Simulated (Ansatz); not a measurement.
## SbP (model cell, started as CsCl type): following an unstable mode

Which phase does SbP (model cell, started as CsCl type) fall into along its unstable mode, and how much energy does it gain?

Program: Ansatz 0.2.0. Level of theory: DFT PBEsol, scalar-relativistic, plane waves, PAW. Results are calculated unless marked as measured.

This is a report of a sequence of runs, with most program output left out.

The structure was built from a prototype and need not be the compound's stable phase.

### 1. The structure

It takes space group Pm-3m (No. 221, cubic). Conventional cell: a = 3.407 Å, b = 3.407 Å, c = 3.407 Å, α = 90.00°, β = 90.00°, γ = 90.00°. Sb has 8 P at 2.95 Å nearest. P has 8 Sb at 2.95 Å nearest. Farther neighbours are not listed.

### 2. Response at finite wavevector

The cell comes from relaxations at this level that are not shown. Stability and thermal properties need the whole zone. Linear response on a 4×4×4 q mesh gives force constants as far as a supercell of that size would.

input.yaml reads:

```yaml
crystal:
  lattice:
    - [3.4073349826, 0.0, 0.0]
    - [0.0, 3.4073349826, 0.0]
    - [0.0, 0.0, 3.4073349826]
  atoms:
    - { symbol: Sb, position: [0.0, 0.0, 0.0] }
    - { symbol: P, position: [0.5, 0.5, 0.5] }
kpoints:
  mp_grid: { grid: [12, 12, 12] }
hamiltonian:
  xc: pbesol
scf:
  occupations: { method: methfessel_paxton, width: 0.15 }
output:
  eigenvalues: true
phonons:
  method: dfpt
  qmesh: [4, 4, 4]
  temperatures: { t_max: 1000, t_step: 50 }
  qpath:
    path:
      - [[0.0, 0.0, 0.0], [0.0, 0.5, 0.0], [0.5, 0.5, 0.0], [0.0, 0.0, 0.0], [0.5, 0.5, 0.5], [0.0, 0.5, 0.0]]
      - [[0.5, 0.5, 0.5], [0.5, 0.5, 0.0]]
    npoints: 10
```

Run with:

```
> ansatz run input.yaml --threads 4 --pin off --max-ram 7168MiB --backend cpu --events-out ev --progress --plain --runs-dir out
```

Wall time 2.5 min (4 threads of Arm Neoverse V2, shared host); peak memory 1.6 GiB.

This step gave:

* volume per atom: 19.78 Å³
* gap on the k-mesh: 0 eV
* sum-rule residual before enforcement: 2.51e-5 eV/Å²
* lowest frequency on the path: -150.8 cm⁻¹
* point group: m-3m
* highest frequency on the path or at a solved wavevector: 196 cm⁻¹
* highest optical mode at the zone centre (no LO-TO term): -45.15 cm⁻¹
* lowest optical zone-centre mode: -45.15 cm⁻¹
* lowest mode on the q mesh (acoustic modes at Γ apart): -150.8 cm⁻¹

Frequencies (cm⁻¹) solved at each irreducible wavevector; negative means imaginary. Frequencies by wavevector, by row:

```csv
q in reciprocal lattice units,star,mode 1,mode 2,mode 3,mode 4,mode 5,mode 6
0 0 0,1,-45.1,-45.1,-45.1,0,0,0
0 0 0.25,6,-82.9,-82.9,38.3,38.3,55.5,114.7
0 0 -0.5,3,-29.7,-29.7,-17.2,-17.2,131.5,196
0 0.25 0.25,12,-82.7,-80.2,19.8,68.1,70.2,143.8
0 0.25 -0.5,12,-112.3,-45.5,63.8,94.1,114.1,154.1
0 -0.5 -0.5,3,-150.8,-72.5,50.7,50.7,80.6,80.6
0.25 0.25 0.25,8,58.2,70.2,70.2,95.5,108.7,108.7
0.25 0.25 -0.5,12,39.6,71.2,78.5,105,135.9,150.4
0.25 -0.5 -0.5,6,48.5,91.2,91.2,96.9,122.2,122.2
-0.5 -0.5 -0.5,1,105.3,105.3,105.3,181.8,181.8,181.8
```

Interpolated from a 4×4×4 q mesh. Phonon branches along the path, in cm⁻¹:

```
    point  branch 1  branch 2  branch 3  branch 4  branch 5  branch 6
        Γ       -45       -45       -45         0         0         0
  halfway       -83       -83        38        38        56       115
        X       -30       -30       -17       -17       132       196
  halfway      -112       -46        64        94       114       154
        M      -151       -72        51        51        81        81
  halfway       -83       -80        20        68        70       144
        Γ       -45       -45       -45         0         0         0
  halfway        58        70        70        96       109       109
        R       105       105       105       182       182       182
  halfway        40        71        78       105       136       150
        X       -30       -30       -17       -17       132       196
jump to R       105       105       105       182       182       182
  halfway        48        91        91        97       122       122
        M      -151       -72        51        51        81        81
```

Symmetry leaves 10 wavevectors to solve. The lowest mode among them, the acoustic zeros apart, lies at q = (0, -0.5, -0.5) and is imaginary, 150.8i cm⁻¹, so the energy falls along it.

### 3. The mode frozen in, largest atomic shift 0 Å

The mode followed lies at q = (0, -0.5, -0.5) with frequency 150.8i cm⁻¹, the softest among the wavevectors solved. At small amplitude the distorted cell has space group no. 129 by a symmetry search on the positions. The undistorted cell that holds it gives the zero of energy on the same k mesh.

System of this step: SbP (model cell, started as CsCl type). The structure is cubic, space group Pm-3m (No. 221). Conventional cell: a = 3.407 Å, b = 3.407 Å, c = 3.407 Å, α = 90.00°, β = 90.00°, γ = 90.00°. Sb has 8 P at 2.95 Å nearest. Nearest to P lie 8 Sb at 2.95 Å. Farther neighbours are not listed.

input.yaml reads:

```yaml
crystal:
  lattice:
    - [-3.4073349826, 0.0, 0.0]
    - [0.0, -3.4073349826, -3.4073349826]
    - [0.0, -3.4073349826, 3.4073349826]
  atoms:
    - { symbol: Sb, position: [0.0, 0.5, 0.5] }
    - { symbol: Sb, position: [0.0, 0.0, 0.0] }
    - { symbol: P, position: [0.5, 1.0, 0.5] }
    - { symbol: P, position: [0.5, 0.5, 0.0] }
kpoints:
  mp_grid: { grid: [12, 8, 8] }
hamiltonian:
  xc: pbesol
scf:
  occupations: { method: methfessel_paxton, width: 0.15 }
output:
  forces: true
  stress: true
  eigenvalues: true
```

The job ended after 3.6 s (4 threads; peak memory 0.48 GiB).

Numbers from this step:

```
pressure                         : -0.007657 GPa
energy from the undistorted cell : 0 meV/atom
```

The run ends at a pressure of -0.01 GPa.

### 4. The mode frozen in, largest atomic shift 0.32 Å

The atoms are moved along the unstable eigenvector, the largest shift by 0.32 Å, with the cell fixed.

input.yaml, the sections that differ from step 3:

```yaml
crystal:
  lattice:
    - [-3.4073349826, 0.0, 0.0]
    - [0.0, -3.4073349826, -3.4073349826]
    - [0.0, -3.4073349826, 3.4073349826]
  atoms:
    - { symbol: Sb, position: [0.0, 0.5, 0.5] }
    - { symbol: Sb, position: [0.0, 0.0, 0.0] }
    - { symbol: P, position: [0.4060849603, 1.0, 0.5] }
    - { symbol: P, position: [0.5939150397, 0.5, 0.0] }
# kpoints, hamiltonian, scf, output: as in step 3
```

Run time: 3.1 s. Hardware: 4 threads; peak memory 0.48 GiB; 12 s of CPU time.

Numbers from this step:

- pressure: 2.887 GPa
- energy from the undistorted cell: -23.15 meV/atom

The energy, extrapolated to zero smearing, is -23.15 meV/atom against the undistorted cell.

The run ends at a pressure of 2.89 GPa, with forces up to 0.099 eV/Å.

### 5. Energy along the mode, all amplitudes (two of the runs are shown above)

An imaginary frequency means negative curvature, so the energy should fall and then rise again as anharmonic terms take over.

This step gave:

```
depth at the lowest point sampled  : 23.15 meV/atom
largest atomic shift at that point : 0.32 Å
```

Energy from the parent against largest atomic shift:

```csv
largest atomic shift (Å),energy from the parent (meV/atom)
0.000,0
0.040,-0.892
0.080,-2.91
0.140,-8.56
0.220,-16.9
0.320,-23.1
0.450,-21.3
0.600,8.72
```

Displacement at unit largest shift by atom:

| atom | x (Å) | y (Å) | z (Å) | size |
| --- | --- | --- | --- | --- |
| Sb1 | 0.00 | 0.00 | 0.00 | 0.00 |
| Sb2 | 0.00 | 0.00 | 0.00 | 0.00 |
| P3 | 1.00 | 0.00 | 0.00 | 1.00 |
| P4 | -1.00 | 0.00 | 0.00 | 1.00 |

The lowest of the steps tried is at 0.32 Å, 23.1 meV/atom below the parent; the bottom of the well need not coincide with a step.

### 6. Relaxation from the frozen mode

Starting from the lowest point found, all atoms and the cell are let go, so that strain and other modes of the same symmetry can join in.

Changes to input.yaml since step 4:

```diff
@@ -20 +20,6 @@
   eigenvalues: true
+relax:
+  adjacent_minimum: "off"
+  f_tol: 0.002
+  max_steps: 120
+  cell: { stress_tol: 0.03 }
```

It took 24 s on 4 threads; peak memory 0.53 GiB; 94 s of CPU time.

Step by step:

| step | energy less that of the first step (eV) | largest force component (eV/Å) | pressure (GPa) | volume (Å³) |
| --- | --- | --- | --- | --- |
| 1 | 0.0000 | 0.0991 | 2.89 | 79.12 |
| 2 | -0.0549 | 0.3022 | -2.13 | 86.00 |
| 3 | -0.0791 | 0.1867 | -1.16 | 85.64 |
| 4 | -0.0927 | 0.0796 | 0.77 | 85.74 |
| 5 | -0.0959 | 0.0020 | 0.02 | 86.05 |
| 6* | -0.0983 | 0.0017 | 0.04 | 86.05 |
| 7 | -0.0983 | 0.0002 | 0.01 | 86.10 |
| 8* | -0.0983 | 0.0002 | 0.01 | 86.10 |

Relaxation steps marked * repeat the geometry before them on a plane-wave basis chosen anew for their cell, so energy and pressure can jump there.

Forces are held to the 16 operations that the run works with; a distortion that breaks them can't arise in this run.

```
     cell as run  before  after  change
           a (Å)   3.407  3.599  +5.6 %
           b (Å)   4.819  4.891  +1.5 %
           c (Å)   4.819  4.891  +1.5 %
volume (Å³/atom)   19.78  21.52  +8.8 %
```

The atoms that moved most (Å, as changes of fractional coordinates times the final cell):

```csv
atom,dx,dy,dz,length
P4,-0.220,0.000,0.000,0.220
P3,0.220,0.000,0.000,0.220
```

The relaxed structure:

```xyz
4
Lattice="-3.5995 0.0000 0.0000 0.0000 -3.4583 -3.4583 0.0000 -3.4583 3.4583" Properties=species:S:1:pos:R:3 pbc="T T T"
Sb    0.0000   -3.4583    0.0000
Sb    0.0000    0.0000    0.0000
P    -1.2413   -5.1875   -1.7292
P    -2.3582   -1.7292   -1.7292
```

This step gave:

```yaml
pressure: 0.008363 GPa
volume_per_atom: 21.52 Å³
```

The distorted start has space group P4/nmm; the relaxation ends in P4/nmm.

### 7. The new phase in its own primitive cell

The relaxed structure is symmetrised, reduced to its primitive cell and relaxed tightly, as its phonons need.

input.yaml, the sections that differ from step 6:

```yaml
crystal:
  lattice:
    - [4.8907986494, 0.0, 0.0]
    - [0.0, 4.8907986494, 0.0]
    - [0.0, 0.0, 3.5994775867]
  atoms:
    - { symbol: Sb, position: [0.5, 0.5, 0.0] }
    - { symbol: Sb, position: [0.0, 0.0, 0.0] }
    - { symbol: P, position: [0.0, 0.5, 0.3448519452] }
    - { symbol: P, position: [0.5, 0.0, 0.6551480548] }
kpoints:
  mp_grid: { grid: [8, 8, 10] }
relax:
  adjacent_minimum: "off"
  f_tol: 0.001
  max_steps: 60
  cell: { stress_tol: 0.01 }
# hamiltonian, scf, output: as in step 6
```

It took 11 s on 4 threads; peak memory 0.49 GiB; 42 s of CPU time.

The steps of the relaxation:

```
step  energy less that of the first step (eV)  largest force component (eV/Å)  pressure (GPa)  volume (Å³)
   1                                   0.0000                          0.0059            0.03        86.10
   2                                   0.0000                          0.0006           -0.02        85.87
   3                                  -0.0003                          0.0009            0.01        85.96
  4*                                  -0.0003                          0.0009            0.01        85.96
```

Relaxation steps marked * repeat the geometry before them on a plane-wave basis chosen anew for their cell, so energy and pressure can jump there. Relaxation step 2 was tried and not accepted.

The run keeps the 16 symmetry operations that it works with, so distortions that break them were not tested.

```
conventional cell, symmetrised  before  after  change
                         a (Å)   4.891  4.895  +0.1 %
                         b (Å)   4.891  4.895  +0.1 %
                         c (Å)   3.599  3.588  -0.3 %
              volume (Å³/atom)   21.52  21.49  -0.2 %
```

This step gave:

| Item | Value |
| --- | --- |
| pressure | 0.005423 GPa |
| volume per atom | 21.49 Å³ |

The largest force component left is 0.86 meV/Å and the pressure is 0.005 GPa, within the tolerances set. The cell now holds 21.49 Å³/atom.

### 8. Modes of the new phase, k-mesh 8×8×10

A relaxed structure may still be a saddle point, so its zone-centre modes are computed. No field response is asked, since the mesh shows no gap.

input.yaml, the sections that differ from step 7:

```yaml
crystal:
  lattice:
    - [4.8950187481, 0.0, 0.0]
    - [0.0, 4.8950187481, 0.0]
    - [0.0, 0.0, 3.5876468889]
  atoms:
    - { symbol: Sb, position: [0.5, 0.5, 0.0] }
    - { symbol: Sb, position: [0.0, 0.0, 0.0] }
    - { symbol: P, position: [0.0, 0.5, 0.3457691158] }
    - { symbol: P, position: [0.5, 0.0, 0.6542308842] }
output:
  eigenvalues: true
phonons:
  method: dfpt
# kpoints, hamiltonian, scf: as in step 7
# relax: removed
```

Run time: 40 s. Hardware: 4 threads; peak memory 1.4 GiB.

Numbers from this step:

```
sum-rule residual before enforcement                    : 5.72e-5 eV/Å²
point group                                             : 4/mmm
highest optical mode at the zone centre (no LO-TO term) : 165.8 cm⁻¹
lowest optical zone-centre mode                         : 20.05 cm⁻¹
```

Patterns of degenerate modes are one choice out of their space. Modes at Γ, with each element's share of the kinetic energy:

```csv
mode,frequency (cm⁻¹),symmetry,Sb %,P %
1,0.0,acoustic,80,20
2,0.0,acoustic,80,20
3,0.0,acoustic,80,20
4,20.1,B1g,100,0
5,95.8,Eg,66,34
6,95.8,Eg,66,34
7,135.1,Eg,34,66
8,135.1,Eg,34,66
9,152.1,Eu,20,80
10,152.1,Eu,20,80
11,164.0,A1g,0,100
12,165.8,A2u,20,80
```

Displacements in mode 4 (20.1 cm⁻¹), the largest set to 1:
```
Sb1  0.00  0.00 -1.00
Sb2  0.00  0.00  1.00
P3   0.00  0.00  0.00
P4   0.00  0.00  0.00
```

Displacements in mode 10 (152.1 cm⁻¹), the largest set to 1:
```
Sb1  0.00 -0.25  0.00
Sb2  0.00 -0.25  0.00
P3   0.00  1.00  0.00
P4   0.00  1.00  0.00
```

Before it was imposed, the acoustic sum rule was missed by 5.7e-5 eV/Å². Small misses are needed for a sound result but don't prove that mesh and cutoff are converged. The lowest optical mode is real, 20.1 cm⁻¹.

### 9. Results

* unstable mode of the parent: q = (0, -0.5, -0.5), 151i cm⁻¹
* depth at the lowest point sampled: 23.1 meV/atom
* largest atomic shift at that point: 0.32 Å
* space group reached (within 0.01 Å): P4/nmm
* energy gained over the parent (first relaxation, on the mesh of the frozen mode): 47.6 meV/atom
* volume per atom, phase reached: 21.5 Å³
* lowest optical zone-centre mode, phase reached: 20.1 cm⁻¹
* highest optical mode at the zone centre (no LO-TO term), phase reached: 166 cm⁻¹

What this shows: Along this mode the structure falls into P4/nmm, 47.6 meV/atom below the parent. At the parent's cell the well is 23.15 meV/atom deep on the steps tried, with its lowest point at a shift of 0.32 Å. Relaxing atoms and cell changes the gain by +24.48 meV/atom against the lowest step (energies at zero smearing). The new phase has no imaginary mode at the zone centre of its cell; other wavevectors were not checked. Of the 2 patterns followed to their end from this parent, this one reaches the lowest energy. Each path keeps the symmetry of its pattern, so a lower phase may lie along a pattern not tried. With no gap, or one that is small against the smearing, the frequencies hang on the k mesh and the smearing, most of all near Kohn anomalies. Spin-orbit coupling is left out, which can matter for the heavy elements here. A phonon run warned that its eigensolver left some bands unconverged in a pass. The starting cell was built on a prototype and not taken from a measurement, so the phase need not exist.

[Logs are printed without paths, hosts, clocks, repeated set-up lines and the standing remarks that a program may print on its own settings, such as how far it seeks lower states.]

[Hosts, paths, dates, database ids (printed as entryN), source tags and the programs' standing remarks are cut or masked in the printed files.]
